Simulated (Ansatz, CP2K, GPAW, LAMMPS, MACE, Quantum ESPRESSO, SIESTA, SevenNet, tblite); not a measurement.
**Amorphous 43Bi2O3-57BaO (mol %) (99 atoms): other programs against plane waves**

Aim: forces, pressure and gap of amorphous 43Bi2O3-57BaO (mol %) (99 atoms) at one geometry, from other programs and methods, against plane-wave PBE.

Results are calculated, not measured.

## (1) The structure

The cell holds 99 atoms (26 Bi, 17 Ba and 56 O), with edges of 11.49, 11.49 and 11.49 Å. Recipe: 99 atoms (26 Gd, 17 Ba, 56 O) placed at random at 8.51 g/cm³, melted at 5000 K for 10 ps at fixed volume with the Morse and Coulomb pair potential with partial charges (Pedone, Malavasi, Menziani, Cormack and Segre, J. Phys. Chem. B 110, 11780 (2006)). Quenched from 5000 K to 300 K at 50 K/ps and fixed volume, held 5 ps, then minimised at fixed cell. Then Gd was replaced by Bi and the cell scaled by 1.02 (the potential has no terms for the new elements, so the cell is a start for a DFT relaxation). The density is 9.49 g/cm³.

## (2) The reference input

Quantum ESPRESSO 7.5: Kohn-Sham DFT, PBE, SSSP efficiency 1.3.0 pseudopotentials, plane waves. Its input, pw.in:

```
&control
  calculation = 'scf'
  pseudo_dir = './pseudo'
  outdir = './tmp'
  disk_io = 'none'
  tprnfor = .true.
  tstress = .true.
/
&system
  ibrav = 0
  nat = 99
  ntyp = 3
  ecutwfc = 60
  ecutrho = 480
  nosym = .true.
  occupations = 'smearing'
  smearing = 'fd'
  degauss = 0.003675
/
&electrons
  conv_thr = 5.0e-07
  electron_maxstep = 100
  mixing_beta = 0.4
  mixing_mode = 'plain'
  diagonalization = 'david'
/
ATOMIC_SPECIES
Bi 208.980 Bi.upf
Ba 137.327 Ba.upf
O 15.999 O.upf
CELL_PARAMETERS angstrom
11.48663 0.00000 0.00000
0.00000 11.48663 0.00000
0.00000 0.00000 11.48663
ATOMIC_POSITIONS crystal
Bi 0.01221 0.60466 0.53490
Bi 0.77930 0.52771 0.85050
Bi 0.06710 0.86998 0.40233
Bi 0.51627 0.30639 0.76565
[... 93 atom lines left out ...]
O 0.61947 0.12039 0.30193
O 0.20454 0.40105 0.81345
K_POINTS gamma
```

```console
$ OMP_NUM_THREADS=1 mpirun -np 4 pw.x -in pw.in > output.txt
```

Elapsed: 9.3 min, on 4 MPI ranks of Arm Neoverse V2, shared host; peak memory 5.4 GiB; 37 min of CPU time.

It converged with an r.m.s. force component of 0.70 eV/Å and a pressure of 21 GPa.

Its highest filled and lowest empty levels lie 1.24 eV apart on its k-points.

## (3) The other programs

- CP2K 2026.2: Gaussian basis with GTH pseudopotentials and a plane-wave density; labels give functional, basis (MOLOPT sets; SR short-range, UZH the newer set with its own potentials), grid cutoff/relative cutoff and solver (OT: orbital transformation; TRS4, TC2, SIGN: linear-scaling purification with its sparsity filter), or its built-in tight binding.
- GPAW 26.7.0: PAW with atomic orbitals (LCAO), plane waves or a real-space grid of spacing h.
- MACE: machine-learned potential, published weights.
- SIESTA 5.4.2: numerical atomic orbitals, whose automatically made sets are far from complete, with PseudoDojo norm-conserving potentials that we converted to its format (checked against plane waves on the same files for H, C, O, Si, Ge and Ca alone); labels give functional, basis size, energy shift and mesh cutoff.
- SevenNet: machine-learned potential, published weights.

All use the same cell and atoms, and the electronic-structure runs the same k-mesh.

## (4) All runs compared

Differences are against the reference: forces as r.m.s. over components, share as that over the reference's r.m.s. force, slope as the fitted ratio of a run's forces to the reference's.

```csv
run,"Δ force, r.m.s. (meV/Å)",share (%),slope,Δ pressure (GPa),Δ gap (eV),cores,CPU time,memory (GiB)
reference,-,-,-,-,-,4,37 min,5.4
"CP2K PBE, DZVP-UZH, 600/50 Ry, diagonalisation",91.9,13.2,1.077,4.63,-0.0802,4,9.8 min,8.1
"CP2K PBE, SZV-MOLOPT-SR, 600/50 Ry, diagonalisation (coarse)",698,100,1.634,24.5,-0.559,2,5 min,4.0
"GPAW PBE, LCAO dzp, h 0.15 Å",111,15.9,1.110,-,-0.0389,2,18 min,4.9
"GPAW PBE, LCAO dzp, h 0.18 Å",112,16.1,1.107,-,-0.0403,2,12 min,3.4
"GPAW PBE, LCAO sz(dzp), h 0.18 Å (coarse)",252,36.3,1.236,-,-0.217,1,3.6 min,2.2
"GPAW PBE, LCAO szp(dzp), h 0.18 Å (coarse)",180,25.9,1.168,-,-0.132,1,7.4 min,2.6
MACE MP-0b2 small potential,191,27.4,0.878,0.498,-,1,5.5 s,0.64
MACE MP-0b3 medium potential,168,24.2,0.889,-0.674,-,1,7.2 s,1.0
"SIESTA PBE, DZP, shift 0.01 Ry, mesh 500 Ry",341,49,1.304,2.57,0.117,4,8.3 min,3.2
"SIESTA PBE, SZ, shift 0.01 Ry, mesh 500 Ry (coarse)",639,92.0,1.600,11.3,-0.472,1,2.5 min,1.2
"SIESTA PBE, SZ, shift 0.02 Ry, mesh 500 Ry (coarse)",606,87.2,1.490,1.10,-0.553,1,2 min,1.1
SevenNet 0 potential,188,27.1,0.914,-1.57,-,1,6.8 s,0.9
```

Rows marked coarse use a setting chosen to be so.

Times of the machine-learned potentials are mostly Python's start and the loading of weights.

CPU time is summed over cores on shared hosts, so it is rough.

## (5) What came out

Forces lie from 13 % (CP2K PBE, DZVP-UZH, 600/50 Ry, diagonalisation) to 100 % (CP2K PBE, SZV-MOLOPT-SR, 600/50 Ry, diagonalisation, coarse) of the reference's r.m.s. force of 0.70 eV/Å away from it. The PBE runs in local orbitals, coarse settings apart, differ by 13 % (CP2K PBE, DZVP-UZH, 600/50 Ry, diagonalisation) to 49 % (SIESTA PBE, DZP, shift 0.01 Ry, mesh 500 Ry); basis, grid and potentials can all enter. Machine-learned potentials differ by 24 % (MACE MP-0b3 medium potential) to 27 % (MACE MP-0b2 small potential); they were trained on other programs' data. Runs with settings chosen to be coarse differ by 26 % (GPAW PBE, LCAO szp(dzp), h 0.18 Å) to 100 % (CP2K PBE, SZV-MOLOPT-SR, 600/50 Ry, diagonalisation), their programs' other errors included.

GPAW PBE, LCAO sz(dzp), h 0.18 Å stiffens the forces by a factor of 1.24 while following their directions (correlation 0.976); the slopes of the 4 GPAW runs lie between 1.11 and 1.24. From GPAW PBE, LCAO dzp, h 0.18 Å to the finer GPAW PBE, LCAO dzp, h 0.15 Å the share goes from 16.1 to 15.9 %, so the grid isn't what parts these runs from the reference. Pressures at PBE, coarse settings apart, lie +2.57 to +4.63 GPa from the reference's. Gaps at PBE, coarse settings apart, lie -0.08 to +0.12 eV from the reference's.

**Limits.** The potentials hold different valence shells: 896 electrons in the reference, 636 in CP2K with SZV-MOLOPT-SR; this bears on time and differences. The reference's pressure holds the uncorrected Pulay stress of its 60 Ry basis, so small pressure differences, may be the reference's own error. Machine-learned potentials mimic data converged in k, so the reference's own k-point error enters their differences. The quench rate of 50 K/ps is many orders above laboratory rates, so the cell is likely richer in defects and strain than a real sample. The network of bonds at the start is that of the classical potential that made the cell, and needn't be the one that DFT or experiment would give. The reference's stress is far from hydrostatic: its diagonal is 23.5, 17.7, 22.5 GPa, compression counted positive. The electronic-structure runs sample only Γ, in a cell whose shortest periodic width is 11 Å. Spin–orbit coupling is left out, which matters for the levels of the heavy elements. The reference's pressure of 21 GPa reflects the volume that the recipe set, positions that aren't this level's minimum and the basis. Where levels are smeared, the DFT runs use Fermi–Dirac occupations at 580 K (0.05 eV), and energies are free energies. The reference's cutoffs and mesh weren't converged further here.

[Long decimals in the printed logs are rounded to 6 places.]

[Logs are printed without paths, hosts, clocks, repeated set-up lines and the standing remarks that a program may print on its own settings, such as how far it seeks lower states.]

[Hosts, paths, dates, database ids (printed as entryN), source tags and the programs' standing remarks are cut or masked in the printed files.]

[Only finished runs are shown, without SIESTA runs on faulty potentials for Cu, Fe, Ni or Zn; cells were taken only where this reference lay near another plane-wave run.]
